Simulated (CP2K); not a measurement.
Two runs for the C K edge of cyanate. Run A: CP2K XAS_TDP, all-electron GAPW, PBEh(45%), aug-cc-pVTZ, TDA, no relativity. Run B differs in one setting.

First lines with a strength over 0.0015. A:

```csv
atom,energy (eV),states,"strength, one atom"
C2 (bonded to N and O),284.20,2,0.1377
,285.12,2,0.0102
,286.96,2,0.0024
,290.29,1,0.0018
,291.98,1,0.0030
```

B:

```csv
atom,energy (eV),states,"strength, one atom"
C2 (bonded to N and O),289.65,2,0.1351
,290.57,2,0.0100
,292.41,2,0.0024
,295.74,1,0.0017
,297.43,1,0.0030
```

Which was it: GW2X switched on, scalar relativity switched on, the functional, the basis?

GW2X switched on. GW2X shifts an atom's lines together and keeps their spacings. Against PBEh(45%) in aug-cc-pVTZ, the leading line moves by +5.45 eV, to 289.65 eV.

[Banner, clock and machine lines of the logs are left out without a mark of their own.]

[Logs are printed without paths, hosts, clocks, repeated set-up lines and the standing remarks that a program may print on its own settings, such as how far it seeks lower states.]

[Hosts, paths, dates, database ids (printed as entryN), source tags and the programs' standing remarks are cut or masked in the printed files.]
